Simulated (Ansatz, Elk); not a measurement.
# How far do independent atoms describe CaTi2Zn2?

Structure refinements treat a crystal as free atoms side by side. For a made-up structure of CaTi2Zn2 (cell and positions from a PBEsol relaxation) the runs below show what the calculated density changes in F(hkl).

Main program and level: Elk 11.2.3 (patched build); DFT, PBE, all-electron APW+lo, Dirac cores, scalar-relativistic bands, static density, no spin.

This account leaves out most program logs.

The structure was built from a prototype and need not be the compound's stable phase.

### 1. The structure

Symmetry: I4/mmm, No. 139, tetragonal system. The conventional cell has a = 4.608 Å, b = 4.608 Å, c = 9.801 Å, α = 90.00°, β = 90.00°, γ = 90.00°. Nearest to Zn lie 4 Ti at 2.53 Å and 4 Zn at 3.26 Å and 4 Ca at 3.36 Å. Nearest to Ti lie 4 Zn at 2.53 Å and 1 Ti at 2.81 Å and 5 Ca at 3.50 to 3.55 Å. Nearest to Ca lie 8 Zn at 3.36 Å and 10 Ti at 3.50 to 3.55 Å. Farther neighbours are not listed.

### 2. Ground state and structure factors

An all-electron density is needed, since X-rays see the cores too. Task 0 finds the density and task 195 Fourier-transforms it; tshift is off so that phases refer to the origin typed.

File elk.in:

```
tasks
  0
  195

xctype
  20

spinpol
  .false.

rgkmax
  7.0

gmaxvr
  14.0

lmaxo
  7

lmaxapw
  8

swidth
  0.002

tshift
  .false.

ramdisk
  .false.

hmaxvr
  5.5

maxscl
  120

epspot
  1e-06

sppath
  './'

avec
  -4.35373849997 4.35373849997 9.26066950188
  4.35373849997 -4.35373849997 9.26066950188
  4.35373849997 4.35373849997 -9.26066950188

atoms
  3
  'Zn.in'
  2
  0.2500000000 0.7500000000 0.5000000000   0.000000 0.000000 0.000000
  0.7500000000 0.2500000000 0.5000000000   0.000000 0.000000 0.000000
  'Ti.in'
  2
  0.6433576580 0.6433576580 0.0000000000   0.000000 0.000000 0.000000
  0.3566423420 0.3566423420 0.0000000000   0.000000 0.000000 0.000000
  'Ca.in'
  1
  -0.0000000000 -0.0000000000 0.0000000000   0.000000 0.000000 0.000000

ngridk
  7 7 7
```

The run is started by

```
$ OMP_NUM_THREADS=4 elk
```

Wall time 29 s (4 threads of AMD EPYC 9R14 (Zen 4), shared host); peak memory 0.22 GiB.

SFACRHO.OUT:

```text

h k l indices transformed by vhmat matrix:
   1.000000000       0.000000000       0.000000000    
   0.000000000       1.000000000       0.000000000    
   0.000000000       0.000000000       1.000000000    

      h      k      l  multipl.   |H|            Re(F)            Im(F)           |F|

      0      0      0      1   0.0000000       124.00000      0.39374505E-16   124.00000    
      1      1     -1      2  0.67848068      -47.334811     -0.73252709E-14   47.334811    
      1      0      0      8  0.79735124      -6.5909476     -0.97769275E-17   6.5909476    
      0      0      1      4   1.0204754      -1.0750171      0.28740975E-13   1.0750171    
     -2      0      1      8   1.2254412       56.672732     -0.21897244E-13   56.672732    
     -1     -2      2      8   1.2475741       44.113508      0.48340136E-16   44.113508    
      2      2     -2      2   1.3569614       34.112101      0.12140352E-13   34.112101    
      1     -1     -1      4   1.4431701       91.668276      0.25090094E-13   91.668276    
      2      0      0      8   1.5947025      -38.472315      0.19460112E-13   38.472315    
      0     -1     -1     16   1.6487902      -5.1050640      0.53215882E-16   5.1050640    
     -2     -2      3      8   1.6978557      -56.842901      0.15870466E-13   56.842901    
     -2     -3      2      8   1.8433082       17.835590      0.62948380E-16   17.835590    
      1      2      0     16   1.9076638       36.467842     -0.41794523E-16   36.467842    
     -1     -3      3      8   1.9809301       29.277498     -0.15817407E-13   29.277498    
     -3     -3      3      2   2.0354420      -12.336545      0.14670208E-13   12.336545    
     -2      2      0      4   2.0409508       78.164923      0.24687761E-16   78.164923    
     -1     -1     -1      8   2.1507710      -34.018566     -0.38931397E-13   34.018566    
     -1      2      1      8   2.1911753      -4.4894493     -0.22373569E-16   4.4894493
```

Elk indexes on the primitive cell of elk.in and gives |H| = 4π sin θ/λ in inverse bohr. Below, one row stands for each form hkl of the conventional cell (m members, Friedel mates merged), F is for one primitive cell and the density is static (no thermal factor). Free-atom factors are Waasmaier and Kirfel's, and R is Σm||F|−|F'||/Σm|F|.

| hkl | m | sin θ/λ (Å⁻¹) | abs F, DFT | neutral atoms | diff. |
| --- | --- | --- | --- | --- | --- |
| 002 | 2 | 0.102 | 47.335 | 47.308 | +0.027 |
| 101 | 8 | 0.120 | 6.591 | 6.542 | +0.049 |
| 110 | 4 | 0.153 | 1.075 | 1.312 | -0.238 |
| 112 | 8 | 0.184 | 56.673 | 56.882 | -0.209 |
| 103 | 8 | 0.188 | 44.114 | 44.380 | -0.267 |
| 004 | 2 | 0.204 | 34.112 | 33.941 | +0.171 |
| 200 | 4 | 0.217 | 91.668 | 92.232 | -0.564 |
| 202 | 8 | 0.240 | 38.472 | 39.265 | -0.793 |
| 211 | 16 | 0.248 | 5.105 | 5.153 | -0.048 |
| 114 | 8 | 0.255 | 56.843 | 57.593 | -0.750 |
| 105 | 8 | 0.277 | 17.836 | 17.987 | -0.151 |
| 213 | 16 | 0.287 | 36.468 | 36.545 | -0.077 |
| 204 | 8 | 0.298 | 29.277 | 29.628 | -0.350 |
| 006 | 2 | 0.306 | 12.336 | 12.833 | -0.496 |
| 220 | 4 | 0.307 | 78.165 | 78.557 | -0.392 |
| 222 | 8 | 0.323 | 34.019 | 34.441 | -0.422 |
| 301 | 8 | 0.330 | 4.489 | 4.430 | +0.059 |
| 116 | 8 | 0.342 | 64.517 | 64.792 | -0.275 |

### 3. The highest occupied states alone

An energy window below the Fermi level keeps the highest occupied states, to see at which angles they scatter; shallow core shells can lie inside it and anion s states outside. No new self-consistency is needed.

Edit elk.in of step 2 so:

```diff
@@ -1,3 +1,2 @@
 tasks
-  0
   195
@@ -40,2 +39,5 @@
 
+wsfac
+  -0.246840 0.494150
+
 sppath
```

The run is started by

```
$ OMP_NUM_THREADS=4 elk
```

Elapsed: 7.5 s, on 4 threads; peak memory 0.16 GiB; 9.9 s of CPU time.

States within 12 eV below the Fermi level hold 34.00 electrons; any levels below the window count with the cores. Their amplitudes can exceed the total, where window and core parts have opposite phase:

```
hkl  sin θ/λ (Å⁻¹)  abs F, window  abs F, all
002          0.102         21.087      47.335
101          0.120          2.138       6.591
110          0.153         14.734       1.075
112          0.184         15.365      56.673
103          0.188          1.505      44.114
004          0.204         13.676      34.112
200          0.217         15.577      91.668
202          0.240         13.054      38.472
211          0.248          0.756       5.105
114          0.255         13.238      56.843
```

### 4. Another try

In this try the input is made faulty on purpose, to show what that does.

The input is changed as shown.

Edit elk.in of step 3 so:

```diff
@@ -1,2 +1,3 @@
 tasks
+  0
   195
@@ -10,3 +11,3 @@
 rgkmax
-  7.0
+  3.5
 
@@ -34,3 +35,3 @@
 maxscl
-  120
+  60
 
@@ -38,5 +39,2 @@
   1e-06
-
-wsfac
-  -0.246840 0.494150
```

The run is started by

```
$ OMP_NUM_THREADS=4 elk
```

Run time: 23 s. Hardware: 4 threads; peak memory 0.21 GiB.

The run finished. A setting was moved off its sound value on purpose, so it serves as a test and not as the result.

The fault put into the input: a cutoff far too low.

Its structure factors differ from the first run's by R = 0.2 %.

### 5. Another functional

The difference from free atoms is small, so it is set against the change that LDA (Perdew-Wang) makes.

Edit elk.in of step 4 so:

```diff
@@ -5,3 +5,3 @@
 xctype
-  20
+  3
 
@@ -11,3 +11,3 @@
 rgkmax
-  3.5
+  7.0
 
@@ -35,3 +35,3 @@
 maxscl
-  60
+  120
```

The run is started by

```
$ OMP_NUM_THREADS=4 elk
```

It took 19 s on 4 threads; peak memory 0.18 GiB.

Against the first run R = 0.05 %; the largest change is -0.079 at 220.

### 6. Basis size

A smaller basis shows how fast F responds to it; the change is likely larger than the basis error of the first run, but doesn't show convergence.

Edit elk.in of step 5 so:

```diff
@@ -5,3 +5,3 @@
 xctype
-  3
+  20
 
@@ -11,3 +11,3 @@
 rgkmax
-  7.0
+  5.5
```

The run is started by

```
$ OMP_NUM_THREADS=4 elk
```

Run time: 25 s. Hardware: 4 threads; peak memory 0.22 GiB.

Against the first run R = 0.04 %; the largest change is +0.087 at 008.

### 7. Settings against the effect

```csv
run,R against the first run (%),"R against neutral atoms, low angle (%)",wall time
"PBE, rgkmax 7",0.00,0.82,29 s
LDA (Perdew-Wang),0.05,0.84,19 s
rgkmax 5.5,0.04,0.85,25 s
```

### 8. Results

```yaml
r_against_neutral_atoms_sin_theta_lambda_0p3_a_minus1: 0.82 %
r_against_neutral_atoms_0p3_to_0p78_a_minus1: 0.31 %
```

In words: Independent neutral atoms miss the calculated amplitudes by R = 0.82 % below 0.3 Å⁻¹ and 0.31 % from there to 0.78 Å⁻¹; by shells, 0.30 % below 0.15 Å⁻¹ (2 forms), 0.84 % 0.15 to 0.3 (11 forms), 0.53 % 0.3 to 0.45 (22 forms), 0.26 % above 0.45 (114 forms). Bonding, aspherical density and the tables' own atoms all enter these figures, and the runs don't part them. The largest change of an amplitude is -0.79 electrons, at 202. Weak lines can change much in proportion: 110 goes from 1.31 to 1.07. The window's part falls from 34.0 electrons at the origin to at most 6.23 between 0.45 and 0.78 Å⁻¹, where compact states inside the window still scatter. Below 0.3 Å⁻¹ the changes that finished (LDA (Perdew-Wang) and rgkmax 5.5) move F by R = 0.06 % at most, against the 0.82 % that separates it from free atoms. The k-mesh has no finished test. These runs have no spin, though d or f shells may be open. Part of the difference isn't bonding: the tables are fits to free atoms and ions calculated by other methods than this functional. Thermal motion, anomalous dispersion and extinction are left out.

[Logs are printed without paths, hosts, clocks, repeated set-up lines and the standing remarks that a program may print on its own settings, such as how far it seeks lower states.]

[Hosts, paths, dates, database ids (printed as entryN), source tags and the programs' standing remarks are cut or masked in the printed files.]
